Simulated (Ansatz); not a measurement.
# Lattice dynamics of LaSb (Fm-3m)

Aim: the phonons of LaSb (Fm-3m) at a cell relaxed beforehand at this level. After the zone centre comes a 4×4×4 q mesh on a 12×12×12 k mesh.

Main program and level: Ansatz 0.2.0; DFT PBEsol, scalar-relativistic, plane waves, PAW; PAW set soft_1.

### 1. Starting point

The structure is cubic, space group Fm-3m (No. 225). Conventional cell: a = 6.452 Å, b = 6.452 Å, c = 6.452 Å, α = 90.00°, β = 90.00°, γ = 90.00°. La has 6 Sb at 3.23 Å nearest. Sb has 6 La at 3.23 Å nearest. Farther neighbours are not listed.

### 2. Linear response at the zone centre

The cell comes from relaxations at this level that are not shown. The zone centre comes first: it holds the modes that light can see, as far as symmetry allows. No field response is asked, since the mesh shows no gap.

input.yaml reads:

```yaml
crystal:
  lattice:
    - [0.0, 3.2262229405, 3.2262229405]
    - [3.2262229405, 0.0, 3.2262229405]
    - [3.2262229405, 3.2262229405, 0.0]
  atoms:
    - { symbol: La, position: [0.0, 0.0, 0.0] }
    - { symbol: Sb, position: [0.5, 0.5, 0.5] }
kpoints:
  mp_grid: { grid: [12, 12, 12] }
hamiltonian:
  xc: pbesol
  pseudopotentials: { kind: paw, azcp: { folder: soft_1 }, xc_functional: pbe }
scf:
  occupations: { method: methfessel_paxton, width: 0.2 }
output:
  eigenvalues: true
phonons:
  method: dfpt
```

Launch:

```bash
$ ansatz run input.yaml --threads 4 --pin off --max-ram 10240MiB --backend cpu --events-out ev --progress --plain --runs-dir out
```

Numbers of over 12 decimals in the logs are rounded to 6 here.

The log of the run:

```text
Engine: ansatz 0.2.0, x86_64-unknown-linux-gnu
Pseudopotentials: kind: paw
Pseudopotential: La, paw, valence charge 11, recommended cutoff 420 eV (normal), soft_1/La.paw.azcp
Pseudopotential: Sb, paw, valence charge 15, recommended cutoff 420 eV (normal), soft_1/Sb.paw.azcp
Functional definition: PBEsol
  exchange = pbesol_x
  correlation = pbesol_c
Crystal: 2 atoms, lattice volume = 67.160 Å³
Basis set: ecut = 420 eV, 1363 PW (Γ), exchange–correlation on 64×64×64 points (8 copies of the dense FFT grid, shifted against one another)
Bands: 17, of which v1, the nominal top of the filled ones, is band 13 counted from 1 (12 counted from 0)
Symmetry: 48 space group operations
k-points: 163 of 1728 (irreducible under 8 space group operations, time reversal used)
Non-local potential: La, projectors of the file, l = 0: 3, l = 1: 2, l = 2: 2, l = 3: 3
Non-local potential: Sb, projectors of the file, l = 0: 2, l = 1: 2, l = 2: 2, l = 3: 1
PAW form: soft (Blöchl's): semilocal exchange-correlation on the pseudo side does not see the compensation charge
PAW frozen core: La, regenerated for the run's functional, and the local potential with it (the file was generated under x = pbe(κ = 0.804, μ = 0.219515), c = pbe(β = 0.066725))
PAW frozen core: Sb, regenerated for the run's functional, and the local potential with it (the file was generated under x = pbe(κ = 0.804, μ = 0.219515), c = pbe(β = 0.066725))
PAW one-centre angular grid: La, 590 points (default); XC on 64 Gauss nodes
PAW one-centre angular grid: Sb, 590 points (default); XC on 64 Gauss nodes
Initial density: superposition of atomic densities (chi_scale 0.1, normalization cell, long waves kept (reshape's long-wave potential 0.00 eV rms))
Initial wavefunctions: pseudopotential atomic-orbital guess
Functional: x = pbesol(κ = 0.804, μ = 0.123457), c = pbesol(β = 0.046)
SCF iter   1: F=—  HF=-12572.491746 eV  |F-HF|=—  |Δ(HF+E_count)|=         —  Δρ=3.06e-2  dr2=1.15e0  ethr=3.10e-3  ⟨swp⟩=4.7  Hψ=11617  notcnv=0
preconditioner: auto → Kerker (q_TF=auto, 2.329 Å⁻¹)  [metal: Δε(μ)=0.123 eV  Ē_g=10.163 eV  σ=0.200 eV  W_gap=0.45  n_scr=14 (ndim 8)  ℏωp=17.0 eV  f_vac=0.000  D(μ)=0.42/eV (n_scr^D=0)]
SCF iter   2: F=—  HF=-12572.183522 eV  |F-HF|=—  |Δ(HF+E_count)|=   3.08e-1  S|Δr|=    0.00e0  Δρ=1.57e-2  dr2=2.22e-1  ethr=3.10e-3  ⟨swp⟩=4.0  Hψ=7093  notcnv=0
SCF iter   3: F=—  HF=-12572.144488 eV  |F-HF|=—  |Δ(HF+E_count)|=   3.90e-2  S|Δr|=    0.00e0  Δρ=5.10e-3  dr2=1.80e-2  ethr=8.53e-4  ⟨swp⟩=3.0  Hψ=5379  notcnv=0
SCF iter   4: F=—  HF=-12572.144455 eV  |F-HF|=—  |Δ(HF+E_count)|=   3.26e-5  S|Δr|=    0.00e0  Δρ=1.38e-3  dr2=2.44e-3  ethr=6.93e-5  ⟨swp⟩=2.0  Hψ=3849  notcnv=0
SCF iter   5: F=—  HF=-12572.144250 eV  |F-HF|=—  |Δ(HF+E_count)|=   2.06e-4  S|Δr|=    0.00e0  Δρ=3.19e-4  dr2=8.75e-5  ethr=9.40e-6  ⟨swp⟩=2.1  Hψ=4280  notcnv=0
SCF iter   6: F=—  HF=-12572.144238 eV  |F-HF|=—  |Δ(HF+E_count)|=   1.21e-5  S|Δr|=    0.00e0  Δρ=1.09e-4  dr2=9.20e-6  ethr=3.37e-7  ⟨swp⟩=2.0  Hψ=4851  notcnv=0
SCF iter   7: F=—  HF=-12572.144239 eV  |F-HF|=—  |Δ(HF+E_count)|=   1.70e-6  S|Δr|=    0.00e0  Δρ=2.52e-5  dr2=5.97e-7  ethr=3.54e-8  ⟨swp⟩=2.2  Hψ=4073  notcnv=0
SCF iter   8: F=—  HF=-12572.144239 eV  |F-HF|=—  |Δ(HF+E_count)|=   3.41e-7  S|Δr|=    0.00e0  Δρ=4.69e-6  dr2=1.07e-8  ethr=2.30e-9  ⟨swp⟩=2.3  Hψ=4405  notcnv=0
SCF iter   9: F=—  HF=-12572.144239 eV  |F-HF|=—  |Δ(HF+E_count)|=   4.10e-9  S|Δr|=    0.00e0  Δρ=3.51e-7  dr2=4.14e-11  ethr=4.12e-11  ⟨swp⟩=2.0  Hψ=4613  notcnv=0
SCF iter  10: F=-12572.144239 eV  HF=-12572.144239 eV  |F-HF|=0.00e0  |Δ(HF+E_count)|=  5.46e-11  S|Δr|=    0.00e0  Δρ=7.48e-8  dr2=4.43e-12  ethr=1.00e-12  ⟨swp⟩=7.7  Hψ=16509  notcnv=0
the search or the solves at the SCF's close seem to have found levels that the self-consistency loop had missed (the run counts 3). By its estimate they hold under 1e-12 electrons; where the run keeps them, the occupations were computed again with them
SCF 1 converged in 10 iterations: F = -12572.144239 eV  dr2 = 4.43e-12
  greatest PAW one-centre occupation: 0.995 electrons in one spin orbital (limit 2), on the Sb atom at site 1 (counted from 0), in its partial waves of l = 2
DFPT response loops at Γ: preconditioner auto → Kerker (q_TF=auto, 2.329 Å⁻¹) (partly filled bands, converged f_vac=0.000); β = 1.00, the filter's whole step (`scf.mixing.beta` (0.50) is not read by the response loops under this deck's `scf.mixing.preconditioner`; to damp them name `kerker` or `kerker_dos`, under which they read `scf.mixing.beta`, and type it under 1.00, their step now; both keys bind the ground state too); Broyden in place of MSR1
SCF converged after 10 iterations
Stability not checked: this state was not tested for a lower state beside it, because cold or Methfessel-Paxton smearing, or corrected tetrahedra, fill the levels in a way that the test cannot read (fill_not_monotonic; see scf.lower_state_search)
Free energy (F): -12572.144239 eV
Harris-Foulkes:  -12572.144239 eV  (|F-HF|=0.00e0)
Internal energy: -12572.145721 eV  (E = F + TS)
E sigma→0 (E₀):  -12572.144609 eV
Entropy (-TS):   0.001482 eV (0.741 meV/atom)
Fermi energy:    9.788788 eV
Step filling:    the computed levels leave a gap of 0.0866 eV = 0.4 smearing widths at the electron count; against every level under it full and every level over it empty, smearing changes F+E_penalty+E_count by +0.458 meV and its σ→0 estimate by +0.088 meV
--- Per-component energies (eV) ---
  E_band       = -208.489833
  E_kinetic    = 349.973244
  E_local      = -2019.889851  (includes V_loc(G=0)·N_el)
  E_nonlocal   = 482.353305
  E_hartree    = 825.962757
  E_xc         = -239.712772
  E_vxc        = -235.164078  (∫ρ·V_xc dr)
  E_paw        = -9799.960114  (= ΣΔE_a)
  E_vpaw       = -437.688099  (= ΣTr[D̂ρ^β])
  E_aug_tail   = 0.000132  (compensation charges beyond the density's cutoff)
  E_ewald      = -2171.373313
  E_core_change = 0.500891  (= ΣΔE_core)
  E_smearing   = 0.001482  (= −TS)
  E_closure    = 0.000000  (closes the sum)
  Σ components = -12572.144239   (vs F -12572.144239, Δ=0.00e0)
--- Band table (eV; the first three rows and the last of 163) ---
  k-point 0: bands = [... 9 lower, 0.7766, 10.0064, 10.0064, 10.0064, 11.0486, 11.0486, 11.0486, 11.7498]
  k-point 1: bands = [... 9 lower, 0.8559, 9.5922, 9.7498, 9.7498, 11.0902, 11.1389, 11.1389, 11.8296]
  k-point 2: bands = [... 9 lower, 1.0784, 8.7753, 9.2588, 9.2588, 11.1246, 11.3418, 11.3418, 11.9607]
  k-point 162: bands = [... 9 lower, 1.6690, 8.0054, 8.3923, 8.3923, 11.5130, 11.5130, 11.9826, 11.9826]
--- Phonons (Γ-DFPT): 2 representative perturbations + reference, on 163 of 1728 k-points (Σ response iterations 6) ---
  k mesh reduced under 8 symmetry operations, with k and −k counted as one. Each operation leaves every solved perturbation unchanged. A smaller set is not used because it would not reduce the number of displacements times k-points to solve
  ASR residual: 2.270e-5 → 0.000e0 eV/Å²; symmetrization residual: 1.570e-6 eV/Å²
  ASR residual per site (eV/Å²): 1.90e-5 2.27e-5
  Γ frequencies (cm⁻¹): 0.00 0.00 0.00 125.70 125.70 125.70
  non-analytic LO–TO correction: not included (Born effective charges unavailable; polar crystals: no LO–TO splitting at Γ)
```

Elapsed: 12 s, on 4 threads of Intel Xeon Platinum 8488C (Sapphire Rapids), shared host; peak memory 0.98 GiB.

This step gave:

| Property | Result |
| --- | --- |
| volume per atom | 33.58 Å³ |
| gap on the k-mesh | 0 eV |
| sum-rule residual before enforcement | 2.27e-5 eV/Å² |
| point group | m-3m |
| highest optical mode at the zone centre (no LO-TO term) | 125.7 cm⁻¹ |
| lowest optical zone-centre mode | 125.7 cm⁻¹ |

Patterns of degenerate modes are one choice out of their space. Modes at Γ, with each element's share of the kinetic energy:

```tsv
mode	frequency (cm⁻¹)	symmetry	La %	Sb %
1	0.0	acoustic	53	47
2	0.0	acoustic	53	47
3	0.0	acoustic	53	47
4	125.7	T1u	47	53
5	125.7	T1u	47	53
6	125.7	T1u	47	53
```

Displacements in mode 5 (125.7 cm⁻¹), the largest set to 1:
```
La1  0.00  0.00 -0.88
Sb2  0.00  0.00  1.00
```

Before it was imposed, the acoustic sum rule was missed by 2.3e-5 eV/Å². Small misses are needed for a sound result but don't prove that mesh and cutoff are converged. The lowest optical mode is real, 126 cm⁻¹.

### 3. The dispersion

Stability and thermal properties need the whole zone. Linear response on a 4×4×4 q mesh gives force constants as far as a supercell of that size would.

input.yaml: that of step 2 with these lines changed.

```diff
@@ -19 +19,8 @@
   method: dfpt
+  qmesh: [4, 4, 4]
+  temperatures: { t_max: 1000, t_step: 50 }
+  qpath:
+    path:
+      - [[0.0, 0.0, 0.0], [0.5, 0.0, 0.5], [0.625, 0.25, 0.625]]
+      - [[0.375, 0.375, 0.75], [0.0, 0.0, 0.0], [0.5, 0.5, 0.5], [0.5, 0.25, 0.75], [0.5, 0.0, 0.5]]
+    npoints: 10
```

The log of the run:

```text
[...]
Crystal: 2 atoms, lattice volume = 67.160 Å³
Basis set: ecut = 420 eV, 1363 PW (Γ), exchange–correlation on 64×64×64 points (8 copies of the dense FFT grid, shifted against one another)
Bands: 17, of which v1, the nominal top of the filled ones, is band 13 counted from 1 (12 counted from 0)
Symmetry: 48 space group operations
k-points: 72 of 1728
[...]
SCF iter   1: F=—  HF=-12572.491826 eV  |F-HF|=—  |Δ(HF+E_count)|=         —  Δρ=3.06e-2  dr2=1.15e0  ethr=3.10e-3  ⟨swp⟩=4.8  Hψ=5119  notcnv=0
[...]
SCF iter  10: F=-12572.144239 eV  HF=-12572.144239 eV  |F-HF|=1.82e-12  |Δ(HF+E_count)|=  7.28e-11  S|Δr|=    0.00e0  Δρ=8.92e-8  dr2=5.62e-12  ethr=1.00e-12  ⟨swp⟩=7.5  Hψ=7355  notcnv=0
[...]
SCF 1 converged in 10 iterations: F = -12572.144239 eV  dr2 = 5.62e-12
[...]
iter 1 solved again at ethr=8.32e-7 eV; its pass at ethr=3.10e-3 eV (dr2=2.16e-4 eV) is discarded
SCF iter   1: F=—  HF=-12572.144237 eV  |F-HF|=—  |Δ(HF+E_count)|=         —  Δρ=1.52e-6  dr2=2.98e-9  ethr=8.32e-7  ⟨swp⟩=3.0  Hψ=9343  notcnv=0
eigensolver tolerance schedule: the retry pair's looser diagonalisation over-reported the residual by 72701.12 of it (diagonalisation noise at an unbounded share of the residual, at the tolerance the schedule requests for it); recorded, not acted on — ethr = c·dr2/N_el stays at c = 1.0e-1
[...]
SCF iter   2: F=—  HF=-12572.144239 eV  |F-HF|=—  |Δ(HF+E_count)|=   1.79e-6  S|Δr|=    0.00e0  Δρ=7.48e-7  dr2=5.41e-10  ethr=1.14e-11  ⟨swp⟩=4.1  Hψ=3852  notcnv=0
[...]
SCF iter   7: F=-12572.144239 eV  HF=-12572.144239 eV  |F-HF|=5.46e-12  |Δ(HF+E_count)|=  5.46e-12  S|Δr|=    0.00e0  Δρ=8.51e-8  dr2=9.18e-12  ethr=1.00e-12  ⟨swp⟩=1.8  Hψ=2950  notcnv=0
SCF 2 converged in 7 iterations: F = -12572.144239 eV  dr2 = 9.18e-12
phonons: the bands overlap, so this run is a metal and interpolates without the dipole-dipole term. If the crystal is really an insulator or semiconductor, its LO-TO splitting is missing
NSCF: frozen V_eff on 72 k-points
[...]
DFPT response loops at q = (0, 0, 0) (fractional): preconditioner auto → Kerker (q_TF=auto, 2.329 Å⁻¹) (partly filled bands, converged f_vac=0.000); β = 1.00, the filter's whole step (`scf.mixing.beta` (0.50) is not read by the response loops under this deck's `scf.mixing.preconditioner`; to damp them name `kerker` or `kerker_dos`, under which they read `scf.mixing.beta`, and type it under 1.00, their step now; both keys bind the ground state too); Broyden in place of MSR1
[...]
SCF converged after 10 iterations
[...]
Free energy (F): -12572.144239 eV
[...]
Internal energy: -12572.145721 eV  (E = F + TS)
E sigma→0 (E₀):  -12572.144609 eV
Entropy (-TS):   0.001482 eV (0.741 meV/atom)
Fermi energy:    9.788788 eV
[...]
--- Band table (eV; the first three rows and the last of 72) ---
  k-point 0: bands = [... 9 lower, 0.7766, 10.0064, 10.0064, 10.0064, 11.0486, 11.0486, 11.0486, 11.7498]
  k-point 1: bands = [... 9 lower, 0.8559, 9.5922, 9.7498, 9.7498, 11.0902, 11.1389, 11.1389, 11.8296]
  k-point 2: bands = [... 9 lower, 1.0784, 8.7753, 9.2588, 9.2588, 11.1246, 11.3418, 11.3418, 11.9607]
  k-point 71: bands = [... 9 lower, 1.6690, 8.0054, 8.3923, 8.3923, 11.5130, 11.5130, 11.9826, 11.9826]
--- Phonons (Γ-DFPT): 2 representative perturbations + reference (Σ response iterations 6) ---
  ASR residual: 2.374e-5 → 0.000e0 eV/Å²; symmetrization residual: 5.964e-6 eV/Å²
  ASR residual per site (eV/Å²): 2.37e-5 1.34e-5
  Γ frequencies (cm⁻¹): 0.00 0.00 0.00 125.70 125.70 125.70
--- Phonons (arbitrary-q DFPT): 8 irreducible q on the 4×4×4 mesh ---
  q = [0.0000, 0.0000, 0.0000] (star 1, of the zone-centre solve; hermiticity 3.16e-6, symmetrization 3.33e-11): -0.00 -0.00 0.00 125.70 125.70 125.70
  q = [0.0000, 0.0000, 0.2500] (star 8, 2 solved perturbations on 936 of 1728 k-point pairs; hermiticity 1.24e-6, symmetrization 3.16e-12): 58.60 58.60 77.05 124.31 124.31 154.90
[...]
q = [0.0000, 0.2500, 0.2500] (star 6, 4 solved perturbations in 1608 linear systems a pass and spin channel, the states on 510 of 1728 k-point pairs; hermiticity 1.34e-6, symmetrization 6.43e-13): 38.91 38.91 102.15 129.05 129.52 129.52
[...]
sum rule: each row above includes the acoustic sum rule's correction from the zone centre's row sums; it moved no ω² by more than (0.22 cm⁻¹)²
  mesh force constants: q→R imaginary residual 3.79e-18; ASR residual 2.374e-5 → 0.000e0 eV/Å²; symmetrization residual 2.665e-15 eV/Å²
  interpolated dispersion: 62 rows × 6 modes
  density of states and harmonic sums: on the 20×20×20 q-mesh, interpolated from the force constants of a 4×4×4 supercell (no non-analytic term)
  largest difference from the sums on the solved wave vectors: F 1.37e-2 eV, S 1.77e-5 and C_V 4.01e-6 eV/K
  zero-point energy: 0.038893 eV/cell   skipped modes (ω ≤ 0): 3   left out of the sums: 6.25e-5 of the cell's modes: C_V's classical limit lies that fraction below 3 k_B per atom; for a crystal, a wire or a layer, F and S can be off by more, and a phonons.interpolated_qmesh denser along its periods is the remedy for the sampling
```

The job ended after 5.1 min (4 threads; peak memory 5.1 GiB; 20 min of CPU time).

This step gave:

```yaml
sum_rule_residual_before_enforcement: 2.37e-5 eV/Å²
lowest_frequency_on_the_path: 0 cm⁻¹
highest_frequency_on_the_path_or_at_a_solved_wavevector: 157.3 cm⁻¹
mean_frequency: 104.6 cm⁻¹
debye_temperature_second_moment: 202 K
logarithmic_mean_frequency: 99.2 cm⁻¹
lowest_mode_on_the_q_mesh_acoustic_modes_at_gamma_apart: 38.91 cm⁻¹
zero_point_energy_per_atom: 19.45 meV
heat_capacity_at_300_k: 24.39 J/(mol atoms K)
vibrational_entropy_at_300_k: 43.76 J/(mol atoms K)
```

Frequencies (cm⁻¹) solved at each irreducible wavevector; negative means imaginary. Frequencies by wavevector, by row:

```tsv
q in reciprocal lattice units	star	mode 1	mode 2	mode 3	mode 4	mode 5	mode 6
0 0 0	1	0	0	0	125.7	125.7	125.7
0 0 0.25	8	58.6	58.6	77	124.3	124.3	154.9
0 0 -0.5	4	97	97	107.6	107.6	125.1	142.8
0 0.25 0.25	6	38.9	38.9	102.2	129.1	129.5	129.5
0 0.25 -0.5	24	75.4	83.3	93.7	122	129.6	140.4
0 0.25 -0.25	12	54.4	95.5	110.8	116.9	133.7	135.5
0 -0.5 -0.5	3	58.4	58.4	77.2	125.5	125.5	137.2
0.25 -0.5 -0.25	6	68.1	68.1	115	117.5	136	136
```

Interpolated from a 4×4×4 q mesh. The phonon branches at the labelled points (cm⁻¹):

```tsv
point	branch 1	branch 2	branch 3	branch 4	branch 5	branch 6
Γ	0	0	0	126	126	126
halfway	39	39	102	129	130	130
X	58	58	77	126	126	137
halfway	65	69	76	125	131	137
U	71	80	90	121	136	138
jump to K	71	80	90	121	136	138
halfway	45	77	95	118	134	146
Γ	0	0	0	126	126	126
halfway	59	59	77	124	124	155
L	97	97	108	108	125	143
halfway	82	86	111	112	132	139
W	68	68	115	118	136	136
halfway	62	74	83	128	131	137
X	58	58	77	126	126	137
```

The phonon branches as a text plot (rows in cm⁻¹):

```
    154 |                                   ****
    147 |                       **         *    *
    141 |                 *    *  **      *      *******
    134 |  ****   ****************  *    *            ***********
    128 |***************     **   **********     *****      *****
    121 |       *       ***  ** ****        *** *          *
    115 |       *          **  *               *      *****
    108 |        *          ****               ********    *
    102 |      *           ****               *
     95 |         **            *               *****       *
     88 |    **          ***   *             * *    ***      *
     82 |           *     *      *                    **
     75 |            *****      *           * *        **    ****
     69 |   *          ** **                 *           ****
     62 |             **    *    ***       *                *****
     56 |         ****       **             *                   *
     49 |  *     *             *  **      **
     43 |       *               *   *
     36 |    ***                 *  *    **
     29 |   *                     **
     23 | **                        **   *
     16 |                            *  *
     10 | *                          *  *
      3 |*                            **
         Γ           X  U|K            Γ         L        W     X
```

(Continued in part 2 of 2.)

[Logs are printed without paths, hosts, clocks, repeated set-up lines and the standing remarks that a program may print on its own settings, such as how far it seeks lower states.]

[Hosts, paths, dates, database ids (printed as entryN), source tags and the programs' standing remarks are cut or masked in the printed files.]
